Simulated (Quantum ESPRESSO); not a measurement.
# Magnetic state of SrFe2As2 from several starts

Aim: find out which collinear order of SrFe2As2 costs least.

Method: LDA; plane waves with GBRV 1.5 LDA potentials, no spin-orbit coupling, in Quantum ESPRESSO 7.5.

## 1. Starting point

The structure is tetragonal, space group I4/mmm (No. 139). Conventional cell: a = 3.924 Å, b = 3.924 Å, c = 12.364 Å, α = 90.00°, β = 90.00°, γ = 90.00°. Sr has 8 As at 3.27 Å and 8 Fe at 3.66 Å nearest. Fe has 4 As at 2.39 Å and 4 Fe at 2.77 Å and 4 Sr at 3.66 Å nearest. Nearest to As lie 4 Fe at 2.39 Å and 4 Sr at 3.27 Å. Farther neighbours are not listed.

The cell comes from the Crystallography Open Database.

## 2. Run 1 (ferro ++)

The signs are those of the starting moments on the seeded atoms, the atoms that are given a moment.

File pw.in:

```
&CONTROL
  calculation = 'scf'
  prefix = 'pwscf'
  outdir = './tmp'
  pseudo_dir = './pseudo'
  disk_io = 'nowf'
/
&SYSTEM
  ibrav = 0
  celldm(1) = 8
  nat = 5
  ntyp = 3
  ecutwfc = 40
  ecutrho = 280
  nbnd = 38
  occupations = 'smearing'
  smearing = 'fd'
  degauss = 0.00734986
  nspin = 2
  starting_magnetization(1) = 0
  starting_magnetization(2) = 0.175
  starting_magnetization(3) = 0
/
&ELECTRONS
  conv_thr = 1d-08
  electron_maxstep = 150
  mixing_beta = 0.3
/
ATOMIC_SPECIES
Sr     87.6200 sr_lda_v1.uspp.F.UPF
Fe     55.8450 fe_lda_v1.5.uspp.F.UPF
As     74.9216 as_lda_v1.uspp.F.UPF
CELL_PARAMETERS alat
  -0.4634907644293    0.4634907644293    1.4603331059577
   0.4634907644293   -0.4634907644293    1.4603331059577
   0.4634907644293    0.4634907644293   -1.4603331059577
ATOMIC_POSITIONS crystal
Sr      0.0000000000    0.0000000000    0.0000000000
Fe      0.2500000000    0.7500000000    0.5000000000
Fe      0.7500000000    0.2500000000    0.5000000000
As      0.3600000000    0.3600000000    0.0000000000
As      0.6400000000    0.6400000000    0.0000000000
K_POINTS automatic
10 10 10 0 0 0
```

On the command line:

```console
OMP_NUM_THREADS=1 mpirun -n 4 pw.x -nk 4 -in pw.in > pw.out
```

Output:

```text
Program PWSCF v.7.5 starts

     Message from routine setup:
     using ibrav=0 with symmetry is DISCOURAGED, use correct ibrav instead

     K-points division:     npool     =       4
     Subspace diagonalization in iterative solution of the eigenvalue problem:

     G-vector sticks info
     --------------------
     sticks:   dense  smooth     PW     G-vecs:    dense   smooth      PW
     Sum        2729    1555    561                50887    22011    4669

     Using Slab Decomposition

     bravais-lattice index     =            0
     lattice parameter (alat)  =       8.0000  a.u.
     unit-cell volume          =     642.4866 (a.u.)^3
     number of atoms/cell      =            5
     number of atomic types    =            3
     number of electrons       =        52.00
     number of Kohn-Sham states=           38
     kinetic-energy cutoff     =      40.0000  Ry
     charge density cutoff     =     280.0000  Ry
     scf convergence threshold =      1.0E-08
     mixing beta               =       0.3000
     number of iterations used =            8  plain     mixing
     Exchange-correlation= SLA  PZ   NOGX NOGC
                           (   1   1   0   0   0   0   0)

     celldm(1)=   8.000000  celldm(2)=   0.000000  celldm(3)=   0.000000
     celldm(4)=   0.000000  celldm(5)=   0.000000  celldm(6)=   0.000000

     crystal axes: (cart. coord. in units of alat)
               a(1) = (  -0.463491   0.463491   1.460333 )
               a(2) = (   0.463491  -0.463491   1.460333 )
               a(3) = (   0.463491   0.463491  -1.460333 )

     reciprocal axes: (cart. coord. in units 2 pi/alat)
               b(1) = ( -0.000000  1.078770  0.342388 )
               b(2) = (  1.078770 -0.000000  0.342388 )
               b(3) = (  1.078770  1.078770  0.000000 )

     PseudoPot. # 1 for Sr read from file:
     sr_lda_v1.uspp.F.UPF
     Pseudo is Ultrasoft + core correction, Zval = 10.0
     Generated by new atomic code, or converted to UPF format
     Using radial grid of  883 points,  6 beta functions with:
                l(1) =   0
                l(2) =   0
                l(3) =   1
                l(4) =   1
                l(5) =   2
                l(6) =   2
     Q(r) pseudized with  6 coefficients,  rinner =    1.400   1.400   1.400
                                                       1.400   1.400

     PseudoPot. # 2 for Fe read from file:
     fe_lda_v1.5.uspp.F.UPF
     Pseudo is Ultrasoft + core correction, Zval = 16.0
     Generated by new atomic code, or converted to UPF format
     Using radial grid of  861 points,  6 beta functions with:
                l(1) =   0
                l(2) =   0
                l(3) =   1
                l(4) =   1
                l(5) =   2
                l(6) =   2
     Q(r) pseudized with  8 coefficients,  rinner =    1.000   1.000   1.000
                                                       1.000   1.000

     PseudoPot. # 3 for As read from file:
     as_lda_v1.uspp.F.UPF
     Pseudo is Ultrasoft + core correction, Zval =  5.0
     Generated by new atomic code, or converted to UPF format
     Using radial grid of  875 points,  6 beta functions with:
                l(1) =   0
                l(2) =   0
                l(3) =   1
                l(4) =   1
                l(5) =   2
                l(6) =   2
     Q(r) pseudized with  8 coefficients,  rinner =    1.300   1.300   1.300
                                                       1.300   1.300

     atomic species   valence    mass     pseudopotential
     Sr               10.00    87.62000     Sr( 1.00)
     Fe               16.00    55.84500     Fe( 1.00)
     As                5.00    74.92160     As( 1.00)

     Starting magnetic structure
     atomic species   magnetization
     Sr              0.000
     Fe              0.175
     As              0.000

     16 Sym. Ops., with inversion, found

   Cartesian axes

     site n.     atom                  positions (alat units)
         1        Sr     tau(   1) = (   0.0000000   0.0000000   0.0000000  )
         2        Fe     tau(   2) = (   0.4634908   0.0000000   0.7301666  )
         3        Fe     tau(   3) = (   0.0000000   0.4634908   0.7301666  )
         4        As     tau(   4) = (   0.0000000  -0.0000000   1.0514398  )
         5        As     tau(   5) = (  -0.0000000  -0.0000000   1.8692264  )

     number of k points=   102  Fermi-Dirac smearing, width (Ry)=  0.0073

     Number of k-points >= 100: set verbosity='high' to print them.

     Dense  grid:    50887 G-vectors     FFT dimensions: (  72,  72,  72)

     Smooth grid:    22011 G-vectors     FFT dimensions: (  54,  54,  54)

     Check: negative core charge=   -0.000016
     Generating pointlists ...
     new r_m :   0.3187 (alat units)  2.5494 (a.u.) for type    1
     new r_m :   0.2326 (alat units)  1.8610 (a.u.) for type    2
     new r_m :   0.2326 (alat units)  1.8610 (a.u.) for type    3

     Initial potential from superposition of free atoms

     starting charge      49.9725, renormalised to      52.0000

     negative rho (up, down):  3.310E-02 3.310E-02
     Starting wfcs are   47 randomized atomic wfcs

     Self-consistent Calculation

     iteration #  1     ecut=    40.00 Ry     beta= 0.30
     Davidson diagonalization with overlap
     ethr =  1.00E-02,  avg # of iterations =  3.1

     negative rho (up, down):  3.233E-02 3.234E-02

     total energy              =    -650.47255487 Ry
     estimated scf accuracy    <       1.39534557 Ry

     total magnetization       =     3.35 Bohr mag/cell
     absolute magnetization    =     3.78 Bohr mag/cell

     iteration #  2     ecut=    40.00 Ry     beta= 0.30
     Davidson diagonalization with overlap
     ethr =  2.68E-03,  avg # of iterations =  2.1

     negative rho (up, down):  3.223E-02 3.224E-02

     total energy              =    -650.46259264 Ry
     estimated scf accuracy    <       0.90525904 Ry

     total magnetization       =     4.49 Bohr mag/cell
     absolute magnetization    =     4.73 Bohr mag/cell

     iteration #  3     ecut=    40.00 Ry     beta= 0.30
     Davidson diagonalization with overlap
     ethr =  1.74E-03,  avg # of iterations =  2.0

     negative rho (up, down):  3.215E-02 3.216E-02

     total energy              =    -650.56211536 Ry
     estimated scf accuracy    <       0.72985844 Ry

     total magnetization       =     2.99 Bohr mag/cell
     absolute magnetization    =     3.54 Bohr mag/cell

     [... further iterations left out ...]

     iteration # 28     ecut=    40.00 Ry     beta= 0.30
     Davidson diagonalization with overlap
     ethr =  3.58E-10,  avg # of iterations =  1.9

     negative rho (up, down):  3.281E-02 3.280E-02

     total energy              =    -650.63761915 Ry
     estimated scf accuracy    <       0.00000018 Ry

     total magnetization       =     0.81 Bohr mag/cell
     absolute magnetization    =     0.96 Bohr mag/cell

     iteration # 29     ecut=    40.00 Ry     beta= 0.30
     Davidson diagonalization with overlap
     ethr =  3.40E-10,  avg # of iterations =  3.3

     negative rho (up, down):  3.281E-02 3.280E-02

     total energy              =    -650.63761962 Ry
     estimated scf accuracy    <       0.00000008 Ry

     total magnetization       =     0.82 Bohr mag/cell
     absolute magnetization    =     0.96 Bohr mag/cell

     iteration # 30     ecut=    40.00 Ry     beta= 0.30
     Davidson diagonalization with overlap
     ethr =  1.48E-10,  avg # of iterations =  3.1

     negative rho (up, down):  3.281E-02 3.280E-02

     total energy              =    -650.63761973 Ry
     estimated scf accuracy    <       0.00000001 Ry

     total magnetization       =     0.82 Bohr mag/cell
     absolute magnetization    =     0.97 Bohr mag/cell

     iteration # 31     ecut=    40.00 Ry     beta= 0.30
     Davidson diagonalization with overlap
     ethr =  2.45E-11,  avg # of iterations =  4.0

     negative rho (up, down):  3.281E-02 3.280E-02

     Magnetic moment per site  (integrated on atomic sphere of radius R)
     atom   1 (R=0.319)  charge=  8.2548  magn= -0.0014
     atom   2 (R=0.233)  charge= 14.2636  magn=  0.4297
     atom   3 (R=0.233)  charge= 14.2636  magn=  0.4297
     atom   4 (R=0.233)  charge=  2.5963  magn= -0.0192
     atom   5 (R=0.233)  charge=  2.5963  magn= -0.0192

     End of self-consistent calculation

     Number of k-points >= 100: set verbosity='high' to print the bands.

     the Fermi energy is    10.6077 ev

!    total energy              =    -650.63761990 Ry
     estimated scf accuracy    <          8.7E-10 Ry
     smearing contrib. (-TS)   =      -0.01207954 Ry
     internal energy E=F+TS    =    -650.62554036 Ry

     The total energy is F=E-TS. E is the sum of the following terms:
     one-electron contribution =    -459.53373487 Ry
     hartree contribution      =     250.34021540 Ry
     xc contribution           =    -138.13587636 Ry
     ewald contribution        =    -303.29614453 Ry

     total magnetization       =     0.82 Bohr mag/cell
     absolute magnetization    =     0.97 Bohr mag/cell

     convergence has been achieved in  31 iterations

=------------------------------------------------------------------------------=
   JOB DONE.
=------------------------------------------------------------------------------=
```

Elapsed: 11 min, on 4 MPI ranks of Arm Neoverse V2, shared host; peak memory 0.9 GiB; 43 min of CPU time.

Spin moment in the atom's sphere by atom:

```
atom  spin moment in the atom's sphere (μB)
 Sr1                                 -0.001
 Fe2                                  0.430
 Fe3                                  0.430
 As4                                 -0.019
 As5                                 -0.019
```

Numbers from this step:

```
smearing term TS       : 0.1644 eV
magnetization          : 0.824 μB
absolute magnetization : 0.975 μB
final state            : ferromagnetic
```

Spin density in the ac plane of the conventional cell at fractional y = 0.000, with atoms of Sr and Fe and As within 0.2 Å of it.

Values in e/Å³, 24 rows by 14 columns, each cell a mean:
```
 0.00  0.00  0.00  0.00  0.00  0.00  0.00  0.00  0.00  0.00  0.00  0.00  0.00  0.00
 0.00  0.00  0.00  0.00  0.00  0.00  0.00  0.00  0.00  0.00  0.00  0.00  0.00  0.00
 0.00  0.00  0.00  0.00  0.00  0.00  0.00  0.00  0.00  0.00  0.00  0.00  0.00  0.00
 0.00  0.00  0.00  0.00  0.00  0.00  0.00  0.00  0.00  0.00  0.00  0.00  0.00  0.00
 0.00  0.00  0.00  0.00  0.02  0.05  0.07  0.06  0.06  0.03  0.01  0.00  0.00  0.00
 0.00  0.00  0.00  0.01  0.05  0.24  0.62  0.69  0.47  0.13  0.03  0.00  0.00  0.00
-0.01  0.00  0.00  0.01  0.04  0.17  0.42  0.42  0.33  0.10  0.02  0.00  0.00  0.00
 0.00  0.00 -0.01  0.00  0.01  0.02  0.02  0.02  0.02  0.01  0.00  0.00 -0.01  0.00
-0.02  0.00  0.00  0.00  0.00  0.00  0.00  0.00  0.00  0.00  0.00  0.00  0.00 -0.01
 0.00  0.00  0.00  0.00  0.00  0.00  0.00  0.00  0.00  0.00  0.00  0.00  0.00  0.00
 0.00  0.00  0.00  0.00  0.00  0.00  0.00  0.00  0.00  0.00  0.00  0.00  0.00  0.00
 0.00  0.00  0.00  0.00  0.00  0.00  0.00  0.00  0.00  0.00  0.00  0.00  0.00  0.00
 0.00  0.00  0.00  0.00  0.00  0.00  0.00  0.00  0.00  0.00  0.00  0.00  0.00  0.00
 0.00  0.00  0.00  0.00  0.00  0.00  0.00  0.00  0.00  0.00  0.00  0.00  0.00  0.00
 0.00  0.00  0.00  0.00  0.00  0.00  0.00  0.00  0.00  0.00  0.00  0.00  0.00  0.00
-0.02  0.00  0.00  0.00  0.00  0.00  0.00  0.00  0.00  0.00  0.00  0.00  0.00 -0.01
 0.00 -0.01  0.00  0.00  0.01  0.04  0.07  0.06  0.06  0.03  0.01  0.00 -0.01 -0.01
 0.00  0.00  0.00  0.01  0.05  0.24  0.63  0.69  0.48  0.13  0.02  0.00  0.00  0.00
 0.00  0.00  0.00  0.01  0.04  0.17  0.40  0.42  0.32  0.10  0.02  0.00  0.00  0.00
 0.00  0.00  0.00  0.00  0.01  0.02  0.03  0.02  0.02  0.02  0.01  0.00  0.00  0.00
 0.00  0.00  0.00  0.00  0.00  0.00  0.00  0.00  0.00  0.00  0.00  0.00  0.00  0.00
 0.00  0.00  0.00  0.00  0.00  0.00  0.00  0.00  0.00  0.00  0.00  0.00  0.00  0.00
 0.00  0.00  0.00  0.00  0.00  0.00  0.00  0.00  0.00  0.00  0.00  0.00  0.00  0.00
 0.00  0.00  0.00  0.00  0.00  0.00  0.00  0.00  0.00  0.00  0.00  0.00  0.00  0.00
```
Columns run along a (3.9 Å), rows up along c (12.4 Å), edges of the conventional cell, whose origin can differ from the input's. Atoms in or near the plane, at fractional coordinates: Sr at (0.00, 0.00), Fe at (0.50, 0.25), Fe at (0.50, 0.75), As at (0.00, 0.36), As at (0.00, 0.64).

Valence density in the ac plane of the conventional cell at fractional y = 0.000, with atoms of Sr and Fe and As within 0.2 Å of it. It is the smooth field of the valence electrons, not physical close to the nuclei.

Ten steps, logarithmic in the rise over the least value, from '0' (0 e/Å³) to '9' (20 e/Å³), each cell a mean:
```
45532222223455
44322222222334
22222222222222
22222233222222
22223456533222
22234799963322
33334699853333
33333344433333
53333322233334
33332222223333
33322222222233
22222222222222
22222222222222
33332222222333
33333222223333
53333333333334
33333466543333
33334799963333
22234699853222
22223344432222
22222222222222
32222222222223
55432222222345
05543222223454
```
Columns run along a (3.9 Å), rows up along c (12.4 Å), edges of the conventional cell, whose origin can differ from the input's. Atoms in or near the plane, at fractional coordinates: Sr at (0.00, 0.00), Fe at (0.50, 0.25), Fe at (0.50, 0.75), As at (0.00, 0.36), As at (0.00, 0.64).

(Continued in part 2 of 2.)

[Logs and program files are shortened in this print: banners, set-up blocks, solver, clock and traceback lines can be left out without a mark of their own.]

[Logs are printed without paths, hosts, clocks, repeated set-up lines and the standing remarks that a program may print on its own settings, such as how far it seeks lower states.]

[Hosts, paths, dates, database ids (printed as entryN), source tags and the programs' standing remarks are cut or masked in the printed files.]

[Where a cell is said to come from a database of computed structures, the database is the Materials Project.]
